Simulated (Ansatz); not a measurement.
# InH (model cell, started as NiAs type): a soft mode frozen in

Aim: this structure of InH (model cell, started as NiAs type) is to be tested for unstable modes, and one is followed downhill.

Method: DFT PBEsol, scalar-relativistic, plane waves, PAW, in Ansatz 0.2.0.

Most raw output is cut from this account.

The structure was built from a prototype and need not be the compound's stable phase.

### Step 1. The starting structure

Symmetry: P6_3/mmc, No. 194, hexagonal system. The conventional cell has a = 3.326 Å, b = 3.326 Å, c = 6.241 Å, α = 90.00°, β = 90.00°, γ = 120.00°. In has 6 H at 2.47 Å nearest. Nearest to H lie 6 In at 2.47 Å. Farther neighbours are not listed.

Coordinates:

```cif
data_structure
_symmetry_space_group_name_H-M 'P6_3/mmc'
_symmetry_Int_Tables_number 194
_cell_length_a 3.3259
_cell_length_b 3.3259
_cell_length_c 6.2414
_cell_angle_alpha 90.000
_cell_angle_beta 90.000
_cell_angle_gamma 120.000
_cell_volume 59.79
loop_
_atom_site_label
_atom_site_type_symbol
_atom_site_symmetry_multiplicity
_atom_site_Wyckoff_symbol
_atom_site_fract_x
_atom_site_fract_y
_atom_site_fract_z
_atom_site_occupancy
In1 In 2 a 0.00000 0.00000 0.00000 1
H1 H 2 c 0.33333 0.66667 0.25000 1
```

### Step 2. Response at finite wavevector

The cell comes from relaxations at this level that are not shown. The mesh has a single point along some directions, so zone-edge points there are not solved. Linear response on a 3×3×1 q mesh gives force constants as far as a supercell of that size would.

Contents of input.yaml:

```yaml
crystal:
  lattice:
    - [3.325888386, -2.5922e-06, 0.0]
    - [-1.6629419481, 2.8803051285, 0.0]
    - [0.0, 0.0, 6.2413504719]
  atoms:
    - { symbol: In, position: [0.0, 0.0, 0.0] }
    - { symbol: In, position: [0.0, 0.0, 0.5] }
    - { symbol: H, position: [0.3333333333, 0.6666666667, 0.25] }
    - { symbol: H, position: [0.6666666667, 0.3333333333, 0.75] }
kpoints:
  mp_grid: { grid: [12, 12, 6] }
hamiltonian:
  xc: pbesol
scf:
  occupations: { method: methfessel_paxton, width: 0.15 }
output:
  eigenvalues: true
phonons:
  method: dfpt
  qmesh: [3, 3, 1]
  temperatures: { t_max: 1000, t_step: 50 }
  qpath:
    path:
      - [[0.0, 0.0, 0.0], [0.5, 0.0, 0.0], [0.33333333, 0.33333333, 0.0], [0.0, 0.0, 0.0], [0.0, 0.0, 0.5], [0.5, 0.0, 0.5], [0.33333333, 0.33333333, 0.5], [0.0, 0.0, 0.5]]
      - [[0.5, 0.0, 0.5], [0.5, 0.0, 0.0]]
      - [[0.33333333, 0.33333333, 0.5], [0.33333333, 0.33333333, 0.0]]
    npoints: 10
```

Command:

```
$ ansatz run input.yaml --threads 4 --pin off --max-ram 7168MiB --backend cpu --events-out ev --progress --plain --runs-dir out
```

The job ended after 3.7 min (4 threads of Arm Neoverse V1, shared host; peak memory 2.4 GiB).

This step gave:

```
volume per atom                                               : 14.95 Å³
gap on the k-mesh                                             : 0 eV
sum-rule residual before enforcement                          : 6.19e-5 eV/Å²
point group                                                   : 6/mmm
highest optical mode at the zone centre (no LO-TO term)       : 131.9 cm⁻¹
lowest optical zone-centre mode                               : -556.8 cm⁻¹
lowest mode on the q mesh (acoustic modes at Γ apart)         : -684.6 cm⁻¹
highest frequency at a solved wavevector (no LO-TO term at Γ) : 131.9 cm⁻¹
```

Frequencies (cm⁻¹) solved at each irreducible wavevector; negative means imaginary. Frequencies by wavevector, by row:

```csv
q in reciprocal lattice units,star,mode 1,mode 2,mode 3,mode 4,mode 10,mode 11,mode 12
0 0 0,1,-556.8,-336.9,-327.9,-327.9,0,0,131.9
0 0.3333 0,6,-684.6,-571,-484.6,-350.4,80.5,99.4,123.1
0.3333 0.3333 0,2,-600.7,-533.5,-461.9,-461.9,91,91,116.8
```

Symmetry leaves 3 wavevectors to solve. The lowest mode among them, the acoustic zeros apart, lies at q = (0, 0.333, 0) and is imaginary, 684.6i cm⁻¹, so the energy falls along it.

### Step 3. The mode frozen in, largest atomic shift 0 Å

The mode followed lies at q = (0, 0.333, 0) with frequency 684.6i cm⁻¹, the softest among the wavevectors solved. At small amplitude the distorted cell has space group no. 12 by a symmetry search on the positions. The undistorted cell that holds it gives the zero of energy on the same k mesh.

System of this step: InH (model cell, started as NiAs type). The structure is hexagonal, space group P6_3/mmc (No. 194). The conventional cell has a = 3.326 Å, b = 3.326 Å, c = 6.241 Å, α = 90.00°, β = 90.00°, γ = 120.00°. In has 6 H at 2.47 Å nearest. Nearest to H lie 6 In at 2.47 Å. Farther neighbours are not listed.

Contents of input.yaml:

```yaml
crystal:
  lattice:
    - [-3.325888386, 2.5922e-06, 0.0]
    - [0.0, 0.0, -6.2413504719]
    - [-1.6629509277, -8.6409102011, 0.0]
  atoms:
    - { symbol: In, position: [0.3333333333, 0.0, 0.3333333333] }
    - { symbol: In, position: [0.0, 0.0, 0.0] }
    - { symbol: In, position: [0.6666666667, 0.0, 0.6666666667] }
    - { symbol: In, position: [0.3333333333, 0.5, 0.3333333333] }
    - { symbol: In, position: [0.0, 0.5, 0.0] }
    - { symbol: In, position: [0.6666666667, 0.5, 0.6666666667] }
    - { symbol: H, position: [0.7777777778, 0.75, 0.4444444444] }
    - { symbol: H, position: [0.4444444444, 0.75, 0.1111111111] }
    - { symbol: H, position: [0.1111111111, 0.75, 0.7777777778] }
    - { symbol: H, position: [0.2222222222, 0.25, 0.5555555556] }
    - { symbol: H, position: [0.8888888889, 0.25, 0.2222222222] }
    - { symbol: H, position: [0.5555555556, 0.25, 0.8888888889] }
kpoints:
  mp_grid: { grid: [10, 6, 10] }
hamiltonian:
  xc: pbesol
scf:
  occupations: { method: methfessel_paxton, width: 0.15 }
output:
  forces: true
  stress: true
  eigenvalues: true
```

Elapsed: 21 s, on 4 threads; peak memory 1.1 GiB; 79 s of CPU time.

Numbers from this step:

```yaml
pressure: -0.05999 GPa
energy_from_the_undistorted_cell: 0 meV/atom
```

The run ends at a pressure of -0.06 GPa, with forces up to 0.0055 eV/Å.

### Step 4. The mode frozen in, largest atomic shift 0.6 Å

The atoms are moved along the unstable eigenvector, the largest shift by 0.6 Å, with the cell fixed.

Contents of input.yaml:

```yaml
crystal:
  lattice:
    - [-3.325888386, 2.5922e-06, 0.0]
    - [0.0, 0.0, -6.2413504719]
    - [-1.6629509277, -8.6409102011, 0.0]
  atoms:
    - { symbol: In, position: [0.3332400163, 1.18273e-05, 0.3335199674] }
    - { symbol: In, position: [9.33137e-05, -1.18269e-05, -0.0001866274] }
    - { symbol: In, position: [0.6666666666, 0.0, 0.6666666668] }
    - { symbol: In, position: [0.3334266504, 0.5000118273, 0.3331466993] }
    - { symbol: In, position: [-9.33137e-05, 0.4999881731, 0.0001866274] }
    - { symbol: In, position: [0.6666666667, 0.5, 0.6666666666] }
    - { symbol: H, position: [0.7777777778, 0.7145240753, 0.4444444444] }
    - { symbol: H, position: [0.4444444444, 0.8461330409, 0.1111111111] }
    - { symbol: H, position: [0.1111111111, 0.6893415969, 0.7777777778] }
    - { symbol: H, position: [0.2222222222, 0.3106583319, 0.5555555556] }
    - { symbol: H, position: [0.8888888889, 0.153867859, 0.2222222222] }
    - { symbol: H, position: [0.5555555556, 0.2854760095, 0.8888888889] }
kpoints:
  mp_grid: { grid: [10, 6, 10] }
hamiltonian:
  xc: pbesol
scf:
  occupations: { method: methfessel_paxton, width: 0.15 }
output:
  forces: true
  stress: true
  eigenvalues: true
```

Run time: 30 s. Hardware: 4 threads; peak memory 1.3 GiB.

This step gave:

| Property | Result |
| --- | --- |
| pressure | 0.9357 GPa |
| energy from the undistorted cell | -57.91 meV/atom |

The energy, extrapolated to zero smearing, is -57.91 meV/atom against the undistorted cell.

The run ends at a pressure of 0.94 GPa, with forces up to 0.57 eV/Å.

### Step 5. Energy along the mode, all amplitudes (two of the runs are shown above)

An imaginary frequency means negative curvature, so the energy should fall and then rise again as anharmonic terms take over.

Numbers from this step:

* depth at the lowest point sampled: 57.91 meV/atom
* largest atomic shift at that point: 0.6 Å

The energy from the parent by largest atomic shift:

```csv
largest atomic shift (Å),energy from the parent (meV/atom)
0.000,0
0.040,-0.337
0.080,-1.36
0.140,-4.16
0.220,-10.0
0.320,-20.6
0.450,-38.4
0.600,-57.9
```

Displacement at unit largest shift by atom:

```csv
atom,x (Å),y (Å),z (Å),size
In1,0.00,0.00,0.00,0.00
In2,0.00,0.00,0.00,0.00
In3,0.00,0.00,0.00,0.00
In4,0.00,0.00,0.00,0.00
In5,0.00,0.00,0.00,0.00
In6,0.00,0.00,0.00,0.00
H7,0.00,0.00,0.37,0.37
H8,0.00,0.00,-1.00,1.00
H9,0.00,0.00,0.63,0.63
H10,0.00,0.00,-0.63,0.63
H11,0.00,0.00,1.00,1.00
H12,0.00,0.00,-0.37,0.37
```

The lowest of the steps tried is the last one, at 0.6 Å, 57.9 meV/atom below the parent; the bottom of the well need not coincide with a step.

### Step 6. Relaxing from the distorted cell

Starting from the lowest point found, all atoms and the cell are let go, so that strain and other modes of the same symmetry can join in.

input.yaml, as its differences from that of step 4:

```diff
@@ -28 +28,10 @@
   eigenvalues: true
+  write_density: true
+  write_potential: true
+  elf: true
+  volumetric_format: npy
+relax:
+  adjacent_minimum: "off"
+  f_tol: 0.002
+  max_steps: 120
+  cell: { stress_tol: 0.03 }
```

Elapsed: 17 min, on 4 threads; peak memory 1.4 GiB; 67 min of CPU time.

Step by step (22 of 28):

```csv
step,energy less that of the first step (eV),largest force component (eV/Å),pressure (GPa),volume (Å³)
1,0.0000,0.5711,0.94,179.37
2,-0.4019,0.4041,-0.30,184.35
4,-0.7089,0.1199,0.17,186.28
5,-0.7891,0.1125,-0.05,187.18
6,-0.8387,0.2450,-0.01,186.98
7,-0.8835,0.1732,0.27,186.56
9,-1.0357,0.1503,0.11,188.05
10,-1.0367,0.1728,-0.13,187.74
11,-1.0702,0.0671,0.03,186.59
13,-1.1150,0.0464,-0.06,187.72
14,-1.1267,0.0712,0.04,187.40
15,-1.1374,0.0298,-0.07,186.91
16,-1.1371,0.0712,0.02,185.94
18,-1.1390,0.0285,-0.20,186.80
19,-1.1417,0.0196,0.00,186.08
20,-1.1420,0.0047,0.00,186.08
22,-1.1420,0.0015,0.00,185.99
23*,-1.1506,0.0018,0.05,185.99
24,-1.1509,0.0062,0.01,186.09
25,-1.1509,0.0053,0.00,186.13
27,-1.1509,0.0006,0.00,186.13
28*,-1.1510,0.0006,0.00,186.13
```

Relaxation steps marked * repeat the geometry before them on a plane-wave basis chosen anew for their cell, so energy and pressure can jump there. Other such steps can lie between the rows shown. Relaxation steps 16, 18, 26 were tried and not accepted.

Forces are held to the 4 operations that the run works with; a distortion that breaks them can't arise in this run.

```csv
cell as run,before,after,change
a (Å),3.326,3.192,-4.0 %
b (Å),6.241,6.382,+2.3 %
c (Å),8.799,9.361,+6.4 %
α (°),90.00,97.77,+8.6 %
β (°),79.11,80.18,+1.4 %
volume (Å³/atom),14.95,15.51,+3.8 %
```

The atoms that moved most (Å, as changes of fractional coordinates times the final cell):

```csv
atom,dx,dy,dz,length
H10,0.000,0.331,-1.314,1.355
H9,0.000,-0.331,1.314,1.355
In2,0.000,0.081,0.949,0.952
In1,0.000,-0.081,-0.949,0.952
In5,0.000,-0.258,0.789,0.830
In4,0.000,0.258,-0.789,0.830
H8,0.000,-0.777,-0.029,0.777
H11,0.000,0.777,0.029,0.777
```

The relaxed structure:

```xyz
12
Lattice="-3.1921 0.0000 0.0000 0.0000 0.4482 -6.3663 -1.5961 -9.2028 0.6205" Properties=species:S:1:pos:R:3 pbc="T T T"
In   -1.5961   -3.1498   -0.7421
In    0.0000    0.0822    0.9490
In   -3.1921   -6.1352    0.4136
In   -1.5961   -2.5842   -3.7658
In    0.0000   -0.0352   -2.3937
In   -3.1921   -5.9111   -2.7695
H    -3.1921   -3.5785   -4.6749
H    -1.5961   -1.4203   -5.3470
H    -1.5961   -7.1794   -2.5920
H    -1.5961   -4.6428   -2.9470
H    -3.1921   -1.1992   -0.8125
H    -3.1921   -8.2437   -0.8642
```

This step gave:

```yaml
pressure: 4.33e-4 GPa
volume_per_atom: 15.51 Å³
```

ELF in the ac plane of the conventional cell at fractional y = 0.000, with atoms of In and H within 0.2 Å of it. It is the smooth field of the valence electrons, not physical close to the nuclei.

Ten even steps from '0' (0.00) to '9' (1.00), each cell a mean:
```
01221222214774222111233322222122110001121220
22222333237997311001223222220012100003663222
33322333238995211100112112220012100027996222
33311232225742222100001011221122100148996223
22211111102221012112110011122222111136883122
22210000001220002257621144222333221223421122
01210001112221012499831489732333322221101220
01210011222322222699732699732222222111001220
12210122222333332477412599522001221110001221
22113653211133322122101354221001220011101222
32138985210122222211000011122112331112211233
32259996100122101221111000112225884223321233
22238983000122001222222110011259995233322232
12224420000122002222233211111248983223321221
01211111001222222222333321222224541112111220
```
Columns run along a (18.4 Å), rows up along c (6.4 Å), edges of the conventional cell, whose origin can differ from the input's. Atoms in or near the plane, at fractional coordinates: In at (0.34, 0.15), In at (0.66, 0.85), In at (0.00, 0.00), In at (0.32, 0.62), In at (0.68, 0.38), In at (0.00, 0.50), H at (0.88, 0.78), H at (0.26, 0.86), H at (0.57, 0.49), H at (0.43, 0.51), H at (0.74, 0.14), H at (0.12, 0.22).

Electrostatic potential energy in the ac plane of the conventional cell at fractional y = 0.000, with atoms of In and H within 0.2 Å of it. With pseudopotentials it is smooth inside the atoms' cores, unlike the true potential.

Ten even steps from '0' (-36 eV) to '9' (12 eV), each cell a mean:
```
01799999999888889999999999962137999999999720
25899999998349999999999999830015999999999852
89999999998358889999999999720016999999559988
99999999999885457999999999841148999998249999
88999999999951015899999999986789999999899998
34899999999830005899999999999999999999999974
01699999999840026863899986998878999999999840
00699999999975468942899941886324899999999720
03799999999998899998999976972001799999999830
57999999999999888999999999971001799999999975
99998689999998546899999999973115899999999998
99996069999985101699999999997678789999999999
67898799999972000599999999999997069999999987
02799999999973002799999999999998589999999851
00599999999986446899999999998788999999999820
```
Columns run along a (18.4 Å; values clipped at the 3rd and 97th percentile), rows up along c (6.4 Å), edges of the conventional cell, whose origin can differ from the input's. Atoms in or near the plane, at fractional coordinates: In at (0.34, 0.15), In at (0.66, 0.85), In at (0.00, 0.00), In at (0.32, 0.62), In at (0.68, 0.38), In at (0.00, 0.50), H at (0.88, 0.78), H at (0.26, 0.86), H at (0.57, 0.49), H at (0.43, 0.51), H at (0.74, 0.14), H at (0.12, 0.22).

Valence density in the ac plane of the conventional cell at fractional y = 0.000, with atoms of In and H within 0.2 Å of it. It is the smooth field of the valence electrons, not physical close to the nuclei.

Values in units of 1e0 e/Å³, 8 rows by 16 columns, each cell a mean:
```
2.6 0.1 0.1 0.1 0.5 0.2 0.1 0.1 0.1 0.2 4.0 0.8 0.0 0.1 0.1 2.2
0.2 0.1 0.1 0.2 0.6 0.4 0.1 0.1 0.1 0.4 5.6 0.8 0.0 0.3 0.5 0.2
0.4 0.1 0.1 0.1 1.5 4.9 0.2 0.1 0.1 0.1 0.5 0.1 0.1 0.2 0.2 0.2
4.1 0.1 0.1 0.1 1.5 3.6 0.5 0.4 0.2 0.4 0.4 0.4 0.1 0.1 0.1 2.6
2.6 0.1 0.1 0.1 0.2 0.3 0.3 0.2 0.3 0.4 4.0 3.0 0.1 0.1 0.1 2.2
0.2 0.2 0.3 0.1 0.1 0.9 0.2 0.1 0.1 0.1 2.9 1.7 0.1 0.1 0.1 0.2
0.4 0.4 0.3 0.0 0.5 6.9 0.8 0.1 0.1 0.1 0.2 0.6 0.3 0.1 0.1 0.2
4.1 0.1 0.1 0.1 0.3 2.7 0.3 0.1 0.1 0.1 0.2 0.4 0.1 0.1 0.1 2.6
```
Columns run along a (18.4 Å), rows up along c (6.4 Å), edges of the conventional cell, whose origin can differ from the input's. Atoms in or near the plane, at fractional coordinates: In at (0.34, 0.15), In at (0.66, 0.85), In at (0.00, 0.00), In at (0.32, 0.62), In at (0.68, 0.38), In at (0.00, 0.50), H at (0.88, 0.78), H at (0.26, 0.86), H at (0.57, 0.49), H at (0.43, 0.51), H at (0.74, 0.14), H at (0.12, 0.22).

The distorted start has space group C2/m; the relaxation ends in C2/m.

### Step 7. Outcome

```json
{
  "unstable mode of the parent": "q = (0, 0.333, 0), 685i cm⁻¹",
  "depth at the lowest point sampled": "57.9 meV/atom",
  "largest atomic shift at that point": "0.6 Å",
  "space group reached (within 0.01 Å)": "C2/m",
  "energy gained over the parent (first relaxation, on the mesh of the frozen mode)": "154 meV/atom",
  "volume per atom, phase reached": "15.5 Å³"
}
```

What this shows: Along this mode the structure falls into C2/m, 154 meV/atom below the parent. At the parent's cell the well is 57.91 meV/atom deep on the steps tried, with its lowest point at a shift of 0.6 Å. That is the last step tried, so the steps alone don't bracket the bottom of the well. Relaxing atoms and cell changes the gain by +95.92 meV/atom against the lowest step (energies at zero smearing). Most of the total comes from this relaxation. The modes of the phase reached were not computed on this path. Of the 2 patterns followed to their end from this parent, this one reaches the lowest energy. Each path keeps the symmetry of its pattern, so a lower phase may lie along a pattern not tried. The q mesh is too sparse to interpolate, so only the solved wavevectors are given. With no gap, or one that is small against the smearing, the frequencies hang on the k mesh and the smearing, most of all near Kohn anomalies. The starting cell was built on a prototype and not taken from a measurement, so the phase need not exist.

[Logs are printed without paths, hosts, clocks, repeated set-up lines and the standing remarks that a program may print on its own settings, such as how far it seeks lower states.]

[Hosts, paths, dates, database ids (printed as entryN), source tags and the programs' standing remarks are cut or masked in the printed files.]
